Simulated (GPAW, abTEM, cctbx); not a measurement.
# KCrI3: the scripts behind a bonding study

Short scripts, each with its output. The start was made by putting kin elements into a known structure type; the compound need not exist, or be stable, in this form.

**1. Build the all-electron density and subtract free atoms**

```text
cell
1.0
     5.708145660    0.000000000    0.000000000
     0.000000000    5.708145660    0.000000000
     0.000000000    0.000000000    5.708145660
I Cr K
3 1 1
Direct
0.000000000 0.500000000 0.000000000
0.000000000 0.000000000 0.500000000
0.500000000 0.000000000 0.000000000
0.000000000 0.000000000 0.000000000
0.500000000 0.500000000 0.500000000
```

```python
import numpy as np
from ase.io import read
from ase.units import Bohr
from gpaw import GPAW, PW, FermiDirac
from gpaw.calculator import GPAW as OldGPAW
from gpaw.mpi import serial_comm, world
from scipy.special import erfc
from scipy.spatial import cKDTree

atoms = read("cell.vasp")
atoms.set_initial_magnetic_moments([0, 0, 0, 3, 0])
atoms.calc = GPAW(mode=PW(450), xc="PBE", kpts={"size": (4, 4, 4), "gamma": True},
                 occupations=FermiDirac(0.05), maxiter=120, symmetry={"tolerance": 1e-5}, txt="scf.txt")
atoms.get_potential_energy()
rho = atoms.calc.get_all_electron_density(gridrefinement=2)
moments = atoms.get_magnetic_moments() if atoms.calc.get_number_of_spins() == 2 else np.zeros(len(atoms))
total = atoms.get_magnetic_moment() if moments.any() else 0.0
if world.rank == 0:
    free = OldGPAW(mode=PW(450), xc="PBE", txt=None, communicator=serial_comm)
    neutral = atoms.copy()
    neutral.set_initial_magnetic_moments(None)
    free.initialize(neutral)
    free.set_positions(neutral)
    drho = rho - free.get_all_electron_density(gridrefinement=2)
    # GPAW starts from confined atoms: exchange their smooth part for that of the datasets' free atoms
    h = np.stack(np.meshgrid(*[np.fft.fftfreq(n, 1 / n) for n in drho.shape], indexing="ij"), -1)
    gabs = np.linalg.norm(h @ atoms.cell.reciprocal(), axis=-1)
    tails = np.fft.fftn(free.get_pseudo_density(gridrefinement=2))
    g, form, v0 = np.linspace(0, gabs.max(), 1500), {}, 0
    for e in set(atoms.symbols):
        idx = atoms.symbols.search(e)
        d = free.setups[idx[0]].data
        r, w = d.rgd.r_g * Bohr, d.rgd.r_g**2 * d.rgd.dr_g
        j0 = np.sinc(2 * g[:, None] * r)
        smooth = sum(f * p**2 for f, p in zip(d.f_j, d.phit_jg)) + np.sqrt(4 * np.pi) * d.nct_g
        full = sum(f * p**2 for f, p in zip(d.f_j, d.phi_jg)) + np.sqrt(4 * np.pi) * d.nc_g
        phase = sum(np.exp(-2j * np.pi * h @ s) for s in atoms.get_scaled_positions()[idx])
        tails -= np.interp(gabs, g, j0 @ (smooth * w)) * phase * drho.size / atoms.get_volume()
        form[e] = j0 @ (full * w)
        v0 += 2 * np.pi / 3 * 14.3996 * (full * w * r**2).sum() * len(idx)  # V A^3
    tails *= 0.5 * erfc((gabs - 1.8) / 0.25)  # the tails differ at long wavelengths alone
    drho += np.fft.ifftn(tails).real  # crystal minus superposed spherical free atoms
    np.save("drho.npy", drho)
    dv = atoms.get_volume() / drho.size
    print("grid", drho.shape, " electrons %.3f" % (rho.sum() * dv), " moved by bonding %.3f e" % (abs(drho).sum() * dv / 2))
    pts = np.indices(drho.shape).reshape(3, -1).T / drho.shape @ atoms.cell
    shifts = (np.indices((3, 3, 3)).reshape(3, -1).T - 1) @ atoms.cell
    images = (atoms.positions[None] + shifts[:, None]).reshape(-1, 3)
    dist, idx = cKDTree(images).query(pts, k=4)
    out = drho.ravel()[dist[:, 0] > 0.5]
    print("deformation density beyond 0.5 A of the nuclei: max %.3f, min %.3f e/A^3" % (out.max(), out.min()))
    tie = dist < dist[:, :1] + 1e-4
    q = -np.bincount((idx % len(atoms))[tie], (drho.ravel()[:, None] / tie.sum(1, keepdims=True) * tie)[tie], len(atoms)) * dv
    print("atom        x       y       z   Voronoi charge  moment")
    for a, s, c, m in zip(atoms, atoms.get_scaled_positions(), q, moments):
        print("%-2s%-3d %7.4f %7.4f %7.4f %10.3f %10.2f" % (a.symbol, a.index + 1, *s, c, m))
    np.savez("free.npz", g=g, **form)
    print("mean inner potential of superposed free atoms %.3f V" % (v0 / atoms.get_volume()))
    print("total magnetic moment %.3f muB" % total)
```

```console
$ OMP_NUM_THREADS=1 mpirun -n 4 gpaw python run.py > gpaw.log
```

```text
grid (56, 56, 56)  electrons 202.000  moved by bonding 0.771 e
deformation density beyond 0.5 A of the nuclei: max 0.145, min -0.388 e/A^3
atom        x       y       z   Voronoi charge  moment
I 1    0.0000  0.5000  0.0000     -0.156      -0.02
I 2    0.0000  0.0000  0.5000     -0.156      -0.02
I 3    0.5000  0.0000  0.0000     -0.156      -0.02
Cr4    0.0000  0.0000  0.0000      0.202       3.49
K 5    0.5000  0.5000  0.5000      0.267       0.00
mean inner potential of superposed free atoms 12.417 V
total magnetic moment 4.000 muB
```

Time: 14 s on 4 cores of Intel(R) Xeon(R) Platinum 8488C (Sapphire Rapids) (shared host), peak memory 0.89 GiB.

**2. Fourier-transform the difference**

```python
from cctbx import adptbx, crystal, miller, xray
from cctbx.eltbx import tiny_pse
import numpy as np

cs = crystal.symmetry(unit_cell=(5.7081, 5.7081, 5.7081, 90, 90, 90), space_group_symbol='Hall: -P 4 2 3')  # Pm-3m
atoms = [  # label, site, U (iso, or U11 U22 U33 U12 U13 U23 in A^2), occupancy
    ("I1", (0, 0.5, 0), 0.0000, 1),
    ("Cr1", (0, 0, 0), 0.0000, 1),
    ("K1", (0.5, 0.5, 0.5), 0.0000, 1),
]
xs = xray.structure(crystal_symmetry=cs)
for label, site, u, occ in atoms:
    u = adptbx.u_cif_as_u_star(cs.unit_cell(), u) if isinstance(u, tuple) else u
    xs.add_scatterer(xray.scatterer(label, site=site, u=u, occupancy=occ))
xs.scattering_type_registry(table="wk1995")
drho = np.load("drho.npy")
T = np.array([[1, 0, 0], [0, 1, 0], [0, 0, 1]])  # conventional axes in terms of the primitive ones
dF = np.fft.ifftn(drho) * 185.98809  # electrons a conventional cell, indexed by primitive hkl
ms = miller.build_set(cs, anomalous_flag=False, d_min=0.9).sort("resolution")
iam = ms.structure_factors_from_scatterers(xs, algorithm="direct").f_calc()
p1 = xs.expand_to_p1()
z = np.array([tiny_pse.table(sc.scattering_type).atomic_number() for sc in p1.scatterers()])
x = np.array(p1.sites_frac())
free = np.load("free.npz")
print("static structure factors of the conventional cell: F in electrons, V (Mott-Bethe) in volts")
print("   h  k  l      d  |F| table  |F| free   |F| DFT   change   |V| free  |V| DFT  change %")
for h, d, table in list(zip(ms.indices(), ms.d_spacings().data(), iam.data()))[:16]:
    df = dF[tuple(np.rint(np.linalg.solve(T, h)).astype(int))]
    phase = np.exp(2j * np.pi * x @ h)
    f = sum(np.interp(1 / d, free["g"], free[sc.scattering_type]) * p for sc, p in zip(p1.scatterers(), phase))
    fz = (z * phase).sum()
    c = 14.3996 * d * d / (np.pi * cs.unit_cell().volume())
    v0, v1 = abs(fz - f) * c, abs(fz - f - df) * c
    print("%4d%3d%3d %7.4f %9.3f %9.3f %9.3f %8.3f %9.3f %8.3f %8s" % (h + (d, abs(table), abs(f), abs(f + df), abs(f + df) - abs(f), v0, v1, "%.1f" % (100 * (v1 / v0 - 1)) if v0 > 0.02 else "-")))
```

```console
$ python run.py
```

```text
static structure factors of the conventional cell: F in electrons, V (Mott-Bethe) in volts
   h  k  l      d  |F| table  |F| free   |F| DFT   change   |V| free  |V| DFT  change %
   0  1  0  5.7081    55.037    54.980    55.041    0.061     2.425    2.376     -2.0
   0  1  1  4.0362    10.555    10.635    10.904    0.269     0.255    0.363     42.4
   1  1  1  3.2956   131.989   132.167   132.456    0.288     5.844    5.767     -1.3
   0  2  0  2.8541   165.532   165.504   165.450   -0.054     7.326    7.337      0.1
   0  2  1  2.5527    47.163    47.072    46.951   -0.122     1.755    1.775      1.1
   1  2  1  2.3303    10.371    10.503    10.500   -0.003     0.067    0.067     -0.5
   0  2  2  2.0181   147.329   147.328   147.134   -0.194     5.488    5.507      0.4
   1  2  2  1.9027    42.838    42.778    42.643   -0.135     1.358    1.370      0.9
   0  3  0  1.9027    42.838    42.778    42.623   -0.155     1.358    1.372      1.0
   0  3  1  1.8051    10.628    10.686    10.704    0.018     0.055    0.057      2.6
   1  3  1  1.7211   107.416   107.496   107.452   -0.044     3.395    3.398      0.1
   2  2  2  1.6478   135.264   135.253   135.130   -0.123     4.466    4.475      0.2
   0  3  2  1.5831    39.763    39.724    39.670   -0.054     1.129    1.132      0.3
   1  3  2  1.5256    10.831    10.822    10.845    0.024     0.047    0.048      2.9
   0  4  0  1.4270   126.213   126.185   126.220    0.035     3.805    3.803     -0.0
   2  3  2  1.3844    37.291    37.260    37.256   -0.004     0.980    0.980      0.0
```

Time: 0.23 s on 1 core of Intel(R) Xeon(R) Platinum 8488C (Sapphire Rapids) (shared host), peak memory 0.08 GiB.

**3. Propagate a plane wave with and without the bonding term**

```python
import abtem
import numpy as np
from ase.build import make_supercell
from ase.io import read

abtem.config.set({"dask.lazy": False, "fft": "fftw", "diagnostics.progress_bar": False})
M = [[0, 1, 0], [-1, 0, 0], [0, 0, 1]]  # rows: x, y and beam direction in the primitive cell's axes
unit = make_supercell(read("cell.vasp"), M)
unit.set_cell(list(unit.cell.lengths()) + [90, 90, 90], scale_atoms=True)
unit.positions[:, 2] += 0.7135  # keeps atomic planes off the slice boundaries
unit.wrap()
slab = unit * (1, 1, 108)
print(slab.get_chemical_formula(), "| box %.2f x %.2f x %.2f A" % tuple(slab.cell.lengths()))

# change of the potential by bonding, from the DFT deformation density (Poisson's equation term by term)
drho = np.load("drho.npy")
prim = read("cell.vasp")
h = np.stack(np.meshgrid(*[np.fft.fftfreq(n, 1 / n) for n in drho.shape], indexing="ij"), -1).reshape(-1, 3).astype(int)
g2 = ((h @ prim.cell.reciprocal()) ** 2).sum(1)
keep = (g2 > 0) & (g2 < 2.5**2)
shape = (164, 164, 32)
vg = np.zeros(shape, complex)
hm = h[keep] @ np.array(M).T
move = np.exp(-2j * np.pi * hm[:, 2] * (0.7135 / unit.cell[2, 2] - 0.5 / shape[2]))  # the same shift, sampled at mid-points
vg[tuple(hm.T % np.array(shape)[:, None])] = -14.3996 / np.pi * (np.fft.fftn(drho).ravel() / drho.size)[keep] / g2[keep] * move
dV = np.fft.ifftn(vg).real * vg.size
dV = dV.reshape(164, 164, 4, 8).mean(3) * unit.cell[2, 2] / 4  # V A, projected in each slice
dV = np.tile(dV.transpose(2, 0, 1), (108, 1, 1))


def build(atoms):
    p = abtem.Potential(atoms, gpts=(164, 164), slice_thickness=[slab.cell[2, 2] / 432] * 432,
                        parametrization="lobato", projection="infinite", exit_planes=36).build()
    p.array[:] += BONDING * dV
    return p


def potentials():
    yield build(slab)  # atoms at rest


for label, BONDING in (("IAM", 0.0), ("DFT", 1.0)):
    print("=====", label)
    potential = build(slab)
    print("grid", potential.gpts, "slices", potential.num_slices)
    thickness = potential.exit_thicknesses
    wave = abtem.PlaneWave(energy=100000)
    dp = np.mean([wave.multislice(p).diffraction_patterns(max_angle="valid").array for p in potentials()], axis=0)
    hkl = [(0, 0, 0), (1, 0, 0), (1, 1, 0), (2, 0, 0), (2, 1, 0), (2, 2, 0), (3, 0, 0)]
    nx, ny = dp.shape[-2:]
    print("intensity of each beam, fraction of the incident wave")
    print("  t (A)" + "".join("%9s" % " ".join(map(str, h)) for h in hkl) + "  diffuse    total")
    grid = np.zeros((nx, ny), bool)
    grid[nx // 2 % 1::1, ny // 2 % 1::1] = True
    for t, a in list(zip(thickness, dp))[1:]:
        idx = [np.rint(np.array(M) @ np.linalg.solve([[1, 0, 0], [0, 1, 0], [0, 0, 1]], h)).astype(int) for h in hkl]
        print("%7.1f" % t + "".join("%9.5f" % a[nx // 2 + i[0] * 1, ny // 2 + i[1] * 1] for i in idx) + "%9.4f%9.4f" % (a[~grid].sum(), a.sum()))
```

```console
$ python run.py
```

```text
Cr108I324K108 | box 5.71 x 5.71 x 616.48 A
===== IAM
grid (164, 164) slices 432
intensity of each beam, fraction of the incident wave
  t (A)    0 0 0    1 0 0    1 1 0    2 0 0    2 1 0    2 2 0    3 0 0  diffuse    total
   51.4  0.66725  0.00029  0.01004  0.02010  0.00058  0.01047  0.00074   0.0000   0.9893
  102.7  0.60200  0.00610  0.02165  0.01896  0.00347  0.00549  0.00199   0.0000   0.9810
  154.1  0.33923  0.02561  0.01665  0.03146  0.00613  0.01142  0.00104   0.0000   0.9727
  205.5  0.29537  0.05797  0.02261  0.01136  0.00442  0.00774  0.00054   0.0000   0.9631
  256.9  0.21523  0.08634  0.00854  0.00816  0.00093  0.00821  0.00063   0.0000   0.9483
  308.2  0.22376  0.09650  0.00912  0.00101  0.00021  0.00057  0.00026   0.0000   0.9358
  359.6  0.15982  0.07743  0.01964  0.00236  0.00137  0.00012  0.00163   0.0000   0.9170
  411.0  0.12714  0.05174  0.03904  0.00888  0.00258  0.00070  0.00219   0.0000   0.9064
  462.4  0.05116  0.03468  0.04642  0.01635  0.00310  0.00089  0.00145   0.0000   0.8884
  513.7  0.02522  0.03144  0.04694  0.01073  0.00176  0.00050  0.00208   0.0000   0.8691
  565.1  0.03962  0.04140  0.02643  0.00622  0.00054  0.00216  0.00257   0.0000   0.8405
  616.5  0.04336  0.05313  0.01595  0.00084  0.00034  0.00038  0.00050   0.0000   0.8222
===== DFT
grid (164, 164) slices 432
intensity of each beam, fraction of the incident wave
  t (A)    0 0 0    1 0 0    1 1 0    2 0 0    2 1 0    2 2 0    3 0 0  diffuse    total
   51.4  0.66440  0.00030  0.01035  0.02059  0.00056  0.01067  0.00072   0.0000   0.9893
  102.7  0.59404  0.00617  0.02269  0.01925  0.00352  0.00557  0.00198   0.0000   0.9810
  154.1  0.33427  0.02585  0.01603  0.03213  0.00631  0.01149  0.00104   0.0000   0.9727
  205.5  0.29789  0.05851  0.02075  0.01114  0.00460  0.00756  0.00053   0.0000   0.9632
  256.9  0.22370  0.08622  0.00734  0.00778  0.00095  0.00756  0.00053   0.0000   0.9482
  308.2  0.23112  0.09445  0.00968  0.00117  0.00018  0.00042  0.00035   0.0000   0.9355
  359.6  0.15816  0.07337  0.02166  0.00356  0.00154  0.00017  0.00193   0.0000   0.9168
  411.0  0.11463  0.04828  0.04193  0.01058  0.00291  0.00080  0.00233   0.0000   0.9061
  462.4  0.03820  0.03451  0.04553  0.01836  0.00314  0.00128  0.00142   0.0000   0.8884
  513.7  0.01452  0.03527  0.04552  0.01029  0.00150  0.00054  0.00207   0.0000   0.8689
  565.1  0.03625  0.04686  0.02291  0.00576  0.00025  0.00191  0.00217   0.0000   0.8406
  616.5  0.04193  0.05591  0.01414  0.00083  0.00026  0.00057  0.00034   0.0000   0.8229
```

Time: 11 s.

**4. Rock the beam across one reflection**

```python
import abtem
import numpy as np
from ase.build import make_supercell
from ase.io import read

abtem.config.set({"dask.lazy": False, "fft": "fftw", "diagnostics.progress_bar": False})
M = [[0, 1, 0], [-1, 0, 0], [0, 0, 1]]  # rows: x, y and beam direction in the primitive cell's axes
unit = make_supercell(read("cell.vasp"), M)
unit.set_cell(list(unit.cell.lengths()) + [90, 90, 90], scale_atoms=True)
unit.positions[:, 2] += 0.7135  # keeps atomic planes off the slice boundaries
unit.wrap()
slab = unit * (1, 1, 124)
print(slab.get_chemical_formula(), "| box %.2f x %.2f x %.2f A" % tuple(slab.cell.lengths()))

# change of the potential by bonding, from the DFT deformation density (Poisson's equation term by term)
drho = np.load("drho.npy")
prim = read("cell.vasp")
h = np.stack(np.meshgrid(*[np.fft.fftfreq(n, 1 / n) for n in drho.shape], indexing="ij"), -1).reshape(-1, 3).astype(int)
g2 = ((h @ prim.cell.reciprocal()) ** 2).sum(1)
keep = (g2 > 0) & (g2 < 2.5**2)
shape = (127, 127, 32)
vg = np.zeros(shape, complex)
hm = h[keep] @ np.array(M).T
move = np.exp(-2j * np.pi * hm[:, 2] * (0.7135 / unit.cell[2, 2] - 0.5 / shape[2]))  # the same shift, sampled at mid-points
vg[tuple(hm.T % np.array(shape)[:, None])] = -14.3996 / np.pi * (np.fft.fftn(drho).ravel() / drho.size)[keep] / g2[keep] * move
dV = np.fft.ifftn(vg).real * vg.size
dV = dV.reshape(127, 127, 4, 8).mean(3) * unit.cell[2, 2] / 4  # V A, projected in each slice
dV = np.tile(dV.transpose(2, 0, 1), (124, 1, 1))


def build(atoms):
    p = abtem.Potential(atoms, gpts=(127, 127), slice_thickness=[slab.cell[2, 2] / 496] * 496,
                        parametrization="lobato", projection="infinite", exit_planes=124).build()
    p.array[:] += BONDING * dV
    return p


def potentials():
    yield build(slab)  # atoms at rest


for label, BONDING in (("IAM", 0.0), ("DFT", 1.0)):
    print("=====", label)
    potential = build(slab)
    print("grid", potential.gpts, "slices", potential.num_slices)
    thickness = potential.exit_thicknesses
    h = np.array(M) @ np.linalg.solve(np.array([[1, 0, 0], [0, 1, 0], [0, 0, 1]]), [1, 0, 0])
    ix, iy = round(h[0]) * 1, round(h[1]) * 1
    gxy = h[:2] / unit.cell.lengths()[:2]
    along = gxy / np.hypot(*gxy)
    across = np.array([-along[1], along[0]])
    bragg = 500 * abtem.PlaneWave(energy=100000).wavelength * np.hypot(*gxy)
    print("Bragg angle %.3f mrad; beam tilted 46 mrad off the zone axis across the row" % bragg)
    print("dark-field intensity of 1 0 0 against tilt along the row, in Bragg angles")
    print("  t (A)" + "".join("%8.2f" % s for s in [0.2, 0.4, 0.6, 0.8, 1.0, 1.2, 1.4, 1.6, 1.8, 2.0, 2.2, 2.4, 2.6]))
    rows = []
    row = [(n * ix, n * iy) for n in range(-8, 9)]
    for s in [0.2, 0.4, 0.6, 0.8, 1.0, 1.2, 1.4, 1.6, 1.8, 2.0, 2.2, 2.4, 2.6]:
        tilt = -s * bragg * along + 46 * across
        dp = abtem.PlaneWave(energy=100000, tilt=tuple(tilt)).multislice(potential).diffraction_patterns(max_angle="valid").array
        rows.append(dp[:, dp.shape[1] // 2 + ix, dp.shape[2] // 2 + iy])
        if s == 1.0:
            cx, cy = dp.shape[1] // 2, dp.shape[2] // 2
            share = sum(dp[:, cx + i, cy + j] for i, j in row if abs(i) < cx and abs(j) < cy) / dp.sum(axis=(1, 2))
            total = dp.sum(axis=(1, 2))
    for t, a in list(zip(thickness, np.array(rows).T))[1:]:
        print("%7.1f" % t + "".join("%8.4f" % v for v in a))
    print("at the Bragg tilt, share in the row:", share[1:].round(3).tolist(), "total:", total[1:].round(3).tolist())
```

```console
$ python run.py
```

```text
Cr124I372K124 | box 5.71 x 5.71 x 707.81 A
===== IAM
grid (127, 127) slices 496
Bragg angle 3.242 mrad; beam tilted 46 mrad off the zone axis across the row
dark-field intensity of 1 0 0 against tilt along the row, in Bragg angles
  t (A)    0.20    0.40    0.60    0.80    1.00    1.20    1.40    1.60    1.80    2.00    2.20    2.40    2.60
  177.0  0.0975  0.1052  0.1099  0.1122  0.1125  0.1111  0.1079  0.1027  0.0947  0.0849  0.0742  0.0625  0.0506
  353.9  0.0681  0.0918  0.1300  0.1693  0.1829  0.1708  0.1314  0.0920  0.0675  0.0604  0.0598  0.0605  0.0603
  530.9  0.0343  0.0149  0.0188  0.0604  0.1076  0.0605  0.0188  0.0152  0.0341  0.0380  0.0158  0.0338  0.0367
  707.8  0.0017  0.0784  0.1310  0.0988  0.0781  0.0957  0.1309  0.0794  0.0017  0.0006  0.0022  0.0194  0.0310
at the Bragg tilt, share in the row: [0.621999979019165, 0.5289999842643738, 0.4830000102519989, 0.4650000035762787] total: [0.9909999966621399, 0.9810000061988831, 0.972000002861023, 0.9589999914169312]
===== DFT
grid (127, 127) slices 496
Bragg angle 3.242 mrad; beam tilted 46 mrad off the zone axis across the row
dark-field intensity of 1 0 0 against tilt along the row, in Bragg angles
  t (A)    0.20    0.40    0.60    0.80    1.00    1.20    1.40    1.60    1.80    2.00    2.20    2.40    2.60
  177.0  0.0949  0.1024  0.1068  0.1091  0.1094  0.1079  0.1049  0.0999  0.0922  0.0827  0.0724  0.0611  0.0495
  353.9  0.0675  0.0905  0.1279  0.1666  0.1801  0.1681  0.1294  0.0908  0.0669  0.0602  0.0595  0.0601  0.0597
  530.9  0.0373  0.0164  0.0200  0.0630  0.1110  0.0631  0.0200  0.0167  0.0370  0.0421  0.0172  0.0325  0.0343
  707.8  0.0011  0.0746  0.1265  0.1005  0.0797  0.0974  0.1263  0.0755  0.0010  0.0015  0.0020  0.0188  0.0332
at the Bragg tilt, share in the row: [0.621999979019165, 0.5270000100135803, 0.4860000014305115, 0.4620000123977661] total: [0.9909999966621399, 0.9810000061988831, 0.972000002861023, 0.9589999914169312]
```

Time: 28 s.

[Outputs are excerpts: Python notices, other lines and further rows are left out; steps that failed or that the build refused (PBEsol, TPSS) are not shown.]

[Logs are printed without paths, hosts, clocks, repeated set-up lines and the standing remarks that a program may print on its own settings, such as how far it seeks lower states.]
